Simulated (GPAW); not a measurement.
# Collinear magnetic orders of linear Ni chain, spacing 2.418 A with GPAW, part 2 of 2

A self-consistent run ends on one state, which hangs on the start. Several orders of linear Ni chain, spacing 2.418 A are started in GPAW and their energies compared.

GPAW 26.7.0; LDA; plane waves with GPAW's PAW setups, scalar-relativistic.

So far. Step 2 (Order 1, typed as ferro +): After 25 cycles the largest moment stands at 1.15 μB.

### Step 3. Order 2, typed as antiferro q=(0,0,1/2) +-

Reversing part of the moments tests the sign of the couplings between them.

This order needs a doubled cell of 2 atoms. Its mesh is chosen so that both cells sample the same points.

Contents of order2.py:

```python
import json
import numpy as np
from ase import Atoms
from ase.parallel import paropen, parprint
from gpaw import GPAW

atoms = Atoms(['Ni', 'Ni'],
    cell=[[12.0, 0.0, 0.0],
         [0.0, 12.0, 0.0],
         [0.0, 0.0, 4.836]],
    scaled_positions=[[0.5, 0.5, 0.0],
         [0.5, 0.5, 0.5]],
    pbc=True,
    magmoms=[1.0, -1.0])
atoms.calc = GPAW(mode={'name': 'pw', 'ecut': 550},
    xc='LDA',
    kpts={'size': (1, 1, 6), 'gamma': True},
    occupations={'name': 'fermi-dirac', 'width': 0.1},
    convergence={'density': 1e-05, 'energy': 1e-05},
    maxiter=200,
    symmetry={'tolerance': 1e-4},
    txt='order2.txt')
e = atoms.get_potential_energy(force_consistent=True)
res = {'free_energy': e, 'energy_sigma0': atoms.get_potential_energy(), 'fermi_energy': atoms.calc.get_fermi_level()}
res['moments'] = atoms.get_magnetic_moments().tolist()
res['total'] = atoms.get_magnetic_moment()
parprint('site moments (muB):', np.round(res['moments'], 3))
parprint(f"total moment: {res['total']:.3f} muB")
parprint(f'free energy: {e:.6f} eV')
atoms.calc.write('order2.gpw')
with paropen('results.json', 'w') as f:
    json.dump(res, f)
```

The run is started by

```sh
$ OMP_NUM_THREADS=1 python3 order2.py > order2.log
```

Numbers of over 12 decimals in the logs are rounded to 6 here.

The program printed:

```text
site moments (muB): [ 0.706 -0.706]
total moment: -0.000 muB
free energy: -9.103306 eV

--- order2.txt ---
Input parameters:
  mode=PW(ecut=550),
  convergence={'density': 1e-05, 'energy': 1e-05},
  kpts=MonkhorstPack(size=(1, 1, 6), gamma=True),
  maxiter=200,
  occupations=Occupations(name='fermi-dirac', width=0.1),
  symmetry=Symmetry(tolerance=0.0001),
  xc=XC(name='LDA')

Diagonalizing LCAO Hamiltonian
Converting LCAO to pw mode
        .----------------------------.
       /|                            |
      / |                            |
     /  |                            |
    /   |                            |
   /    |                            |
  /     .----------------------------.
 *     /           Ni               /
 |    /                            /
 |   /                            /
 |  /              Ni            /
 | /                            /
 |/                            /
 *----------------------------*

Atoms  # Å, Bohr magnetons
|   | symbol |        x |        y |        z |    initial magnetic moments |
|---|--------|----------|----------|----------|-----------------------------|
| 0 |     Ni | 6.000000 | 6.000000 | 0.000000 | ( 0.0000,  0.0000,  1.0000) |
| 1 |     Ni | 6.000000 | 6.000000 | 2.418000 | ( 0.0000,  0.0000, -1.0000) |

Unit cell  # Å
| periodic |         x |         y |        z |   lengths |    angles |
|----------|-----------|-----------|----------|-----------|-----------|
|      yes | 12.000000 |  0.000000 | 0.000000 | 12.000000 | 90.000000 |
|      yes |  0.000000 | 12.000000 | 0.000000 | 12.000000 | 90.000000 |
|      yes |  0.000000 |  0.000000 | 4.836000 |  4.836000 | 90.000000 |

Number of symmetries: 16

BZ-sampling:
  Number of BZ points: 6
  Number of IBZ points: 4

  Monkhorst-Pack size: [1, 1, 6]
  Monkhorst-Pack shift: [0.0, 0.0, 0.083333]

Plane wave coefficients: 20482
Cutoff: 550.0 eV

Spin-components: 2 (collinear spins)
Bands:           24
Projectors:      12
Spin-degeneracy: 1
Datatype:        complex128

Parallelization:
  kpt:    1
  domain: 1
  band:   1

Density:
  Valence electrons: 32.0
  Components: 2
  Grid points: [70 70 27]
  Charge: 0.0  # |e|

Potential:
  Grid points: [70 70 27]

[... setups left out ...]
Reference energy: -82601.191740  # eV

eigensolver:
  PPCG
  Converge bands: occupied
  niter=2

density mixing:
  MSR1-Mixer
  Pratt-step length: 0.05
  Maximum mixing coefficient: 0.75
  Old densities: 10
  SVD Regularization: 0.005
  Good broyden scale: 1.0
  Trust region scale: 1.0
  Backstep threshold: 4.0
  History deletion threshold: 6.0
  Fourier metric: weight=20.0, sigma=0.015

occupation numbers:
  Fermi-Dirac:
    width: 0.1000  # eV

poisson solver:
  ecut: 4400.0  # eV

xc functional:
  name: None

convergence criteria:
- Maximum integral of absolute [dens]ity change: 1e-05 electrons / valence electron
- Maximum [total energy] change in last 3 cyles: 1e-05 eV / valence electron
- Maximum integral of absolute [eigenst]ate change: 4e-08 eV^2 / valence electron
maximum number of iterations: 200

SCF iterations
|iter     |      energy | eigst |  dens |  magmom |
|---------|-------------|-------|-------|---------|
|iter:   1|       0s |  -12.452941 | +0.24 |       |  -0.0000|
|iter:   2|       4s |  -10.199805 | -0.62 | -0.71 |  +0.0000|
|iter:   3|       8s |   -8.911834 | -0.76 | -0.91 |  +0.0000|
|iter:   4|      12s |   -8.888859 | -1.71 | -1.68 |  -0.0001|
|iter:   5|      16s |   -8.893972 | -2.00 | -1.68 |  +0.0066|
|iter:   6|      20s |   -8.886992 | -2.36 | -1.50 |  -0.0053|
|iter:   7|      24s |   -8.875762 | -2.61 | -1.57 |  +0.0001|
|iter:   8|      28s |   -8.877302 | -3.08 | -2.23 |  +0.0001|
|iter:   9|      31s |   -8.879507 | -3.25 | -2.32 |  -0.0003|
|iter:  10|      35s |   -8.881588 | -3.45 | -2.55 |  -0.0002|
[... 40 iterations left out ...]
|iter:  51|     162s |   -8.880702c| -8.95c| -4.69 |  -0.0012|
|iter:  52|     164s |   -8.880702c| -9.50c| -4.61 |  -0.0013|
|iter:  53|     166s |   -8.880702c| -8.61c| -4.62 |  -0.0011|
|iter:  54|     168s |   -8.880702c| -8.49c| -4.82 |  -0.0010|
|iter:  55|     170s |   -8.880702c| -8.27c| -4.52 |  -0.0012|
|iter:  56|     174s |   -8.880702c| -8.23c| -4.62 |  -0.0017|
|iter:  57|     178s |   -8.880702c| -8.12c| -4.39 |  -0.0010|
|iter:  58|     182s |   -8.880702c| -8.47c| -4.69 |  -0.0004|
|iter:  59|     184s |   -8.880702c| -7.96c| -4.75 |  -0.0002|
|iter:  60|     186s |   -8.880702c| -9.21c| -5.09c|  -0.0001|

Converged in 60 steps
Energy contributions relative to reference atoms: (reference = -82601.191740)

Energy contributions:
  Kinetic:          12.523386
  Coulomb:          -8.403268
  Zero:              0.232363
  External:          0.000000
  Xc:              -13.010580
  Entropy:          -0.445208
  Spinorbit:         0.000000
  ----------------------------
  Free energy:      -9.103306
  Extrapolated:     -8.880702

dipole moment: (0.000006, 0.000006, -9.741808)  # |e|*Ang

Total magnetic moment: (0.000000, 0.000000, -0.000134)

Local magnetic moments
|        x |        y |         z |
|----------|----------|-----------|
| 0.000000 | 0.000000 |  0.706098 |  # Ni   0
| 0.000000 | 0.000000 | -0.706231 |  # Ni   1

Fermi level: -4.940
Eigenvalues  # (at kpt = [0.000, 0.000, 0.000])
| band index |      eig [eV] | occ [0-1] |      eig [eV] | occ [0-1] |
|------------|---------------|-----------|---------------|-----------|
|          0 |       -67.726 |     1.000 |       -67.727 |     1.000 |
|        ... |               |           |               |           |
|          6 |        -8.021 |     1.000 |        -8.021 |     1.000 |
|          7 |        -6.498 |     1.000 |        -6.498 |     1.000 |
|          8 |        -6.498 |     1.000 |        -6.498 |     1.000 |
|          9 |        -5.949 |     1.000 |        -5.949 |     1.000 |
|         10 |        -5.838 |     1.000 |        -5.838 |     1.000 |
|         11 |        -5.838 |     1.000 |        -5.838 |     1.000 |
|         12 |        -5.059 |     0.766 |        -5.059 |     0.766 |
|         13 |        -5.059 |     0.766 |        -5.059 |     0.766 |
|         14 |        -4.917 |     0.443 |        -4.917 |     0.443 |
|         15 |        -4.857 |     0.303 |        -4.857 |     0.303 |
|         16 |        -4.857 |     0.303 |        -4.857 |     0.303 |
|         17 |        -2.072 |     0.000 |        -2.072 |     0.000 |
|         18 |        -2.072 |     0.000 |        -2.072 |     0.000 |
|         19 |        -1.291 |     0.000 |        -1.291 |     0.000 |
|         20 |         0.136 |     0.000 |         0.136 |     0.000 |
|         21 |         0.893 |     0.000 |         0.893 |     0.000 |
|        ... |               |           |               |           |
|         23 |         1.439 |     0.000 |         1.439 |     0.000 |

No gap
No difference between direct/indirect transitions
```

Elapsed: 3.2 min, on 1 MPI rank of AMD EPYC 7R43, shared host; peak memory 0.54 GiB.

This step gave:

```
magnetization  : 0 μB
final state    : antiferromagnetic
largest moment : 0.7062 μB
```

It lies 152 meV a seeded atom over the first start, and its largest moment is 0.706 μB against 1.15 μB.

### Step 4. Start 3: no spin polarisation

This run holds no moments, which gives a state to set the others against.

Contents of nospin.py:

```python
import json
import numpy as np
from ase import Atoms
from ase.parallel import paropen, parprint
from gpaw import GPAW

atoms = Atoms(['Ni'],
    cell=[[12.0, 0.0, 0.0],
         [0.0, 12.0, 0.0],
         [0.0, 0.0, 2.418]],
    scaled_positions=[[0.5, 0.5, 0.0]],
    pbc=True)
atoms.calc = GPAW(mode={'name': 'pw', 'ecut': 550},
    xc='LDA',
    kpts={'size': (1, 1, 12), 'gamma': True},
    occupations={'name': 'fermi-dirac', 'width': 0.1},
    convergence={'density': 1e-05, 'energy': 1e-05},
    maxiter=200,
    symmetry={'tolerance': 1e-4},
    txt='nospin.txt')
e = atoms.get_potential_energy(force_consistent=True)
res = {'free_energy': e, 'energy_sigma0': atoms.get_potential_energy(), 'fermi_energy': atoms.calc.get_fermi_level()}
parprint(f'free energy: {e:.6f} eV')
atoms.calc.write('nospin.gpw')
with paropen('results.json', 'w') as f:
    json.dump(res, f)
```

The run is started by

```sh
$ OMP_NUM_THREADS=1 python3 nospin.py > nospin.log
```

The program printed:

```text
free energy: -4.526689 eV

--- nospin.txt ---
Input parameters:
  mode=PW(ecut=550),
  convergence={'density': 1e-05, 'energy': 1e-05},
  kpts=MonkhorstPack(size=(1, 1, 12), gamma=True),
  maxiter=200,
  occupations=Occupations(name='fermi-dirac', width=0.1),
  symmetry=Symmetry(tolerance=0.0001),
  xc=XC(name='LDA')

Diagonalizing LCAO Hamiltonian
Converting LCAO to pw mode
        .----------------------------.
[...]
|------------|---------------|-----------|
|          0 |       -67.410 |     2.000 |
|          1 |       -67.036 |     2.000 |
|          2 |       -67.036 |     2.000 |
|          3 |        -8.047 |     2.000 |
|          4 |        -5.903 |     2.000 |
[...]
|          8 |        -4.946 |     0.457 |
|          9 |        -2.069 |     0.000 |
|         10 |        -2.069 |     0.000 |
|         11 |         0.135 |     0.000 |

No gap
No difference between direct/indirect transitions


[key lines of the parts left out:]
Free energy:      -4.526689
Converged in 27 steps
dipole moment: (0.000003, 0.000003, -4.866188)  # |e|*Ang
Fermi level: -5.068
```

Elapsed: 20 s, on 1 MPI rank; peak memory 0.24 GiB.

Numbers from this step:

* final state: non-magnetic (no spin polarisation)

It lies 177 meV a seeded atom over the first start.

### Step 5. The states side by side

These are free energies at a smearing of 0.1 eV, so its entropy term is in the differences. They are divided by the number of seeded atoms, so that cells of unlike size compare. Wavevectors q in the names are fractions of the reciprocal vectors of the first run's cell.

Orders:

```
                   start        final state  typed order kept  energy over the lowest (meV a seeded atom)  largest site moment (μB)  net moment (μB a primitive cell)  mesh matched  CPU time (s)
                 ferro +      ferromagnetic               yes                                           0                     1.149                             1.167           yes         35.51
antiferro q=(0,0,1/2) +-  antiferromagnetic               yes                                       152.4                    0.7062                           6.70e-5           yes         192.8
    no spin polarisation       non-magnetic                 -                                       177.4                         0                                 0           yes         19.57
```

### Step 6. What came out

| Quantity | Value |
| --- | --- |
| lowest state found | ferromagnetic (typed ferro +) |
| largest site moment | 1.15 μB |
| next state | antiferromagnetic, 152 meV a seeded atom higher |
| energy gained by spin polarisation | 177 meV a seeded atom |

The lowest state found is ferromagnetic, reached from the start ferro +, with moments up to 1.15 μB. The next state costs 152 meV a seeded atom. This is the lowest of 3 finished starts, no proof of the ground state.

[Logs and program files are shortened in this print: banners, set-up blocks, solver, clock and traceback lines can be left out without a mark of their own.]

[Logs are printed without paths, hosts, clocks, repeated set-up lines and the standing remarks that a program may print on its own settings, such as how far it seeks lower states.]

[Hosts, paths, dates, database ids (printed as entryN), source tags and the programs' standing remarks are cut or masked in the printed files.]

[Where a cell is said to come from a database of computed structures, the database is the Materials Project.]
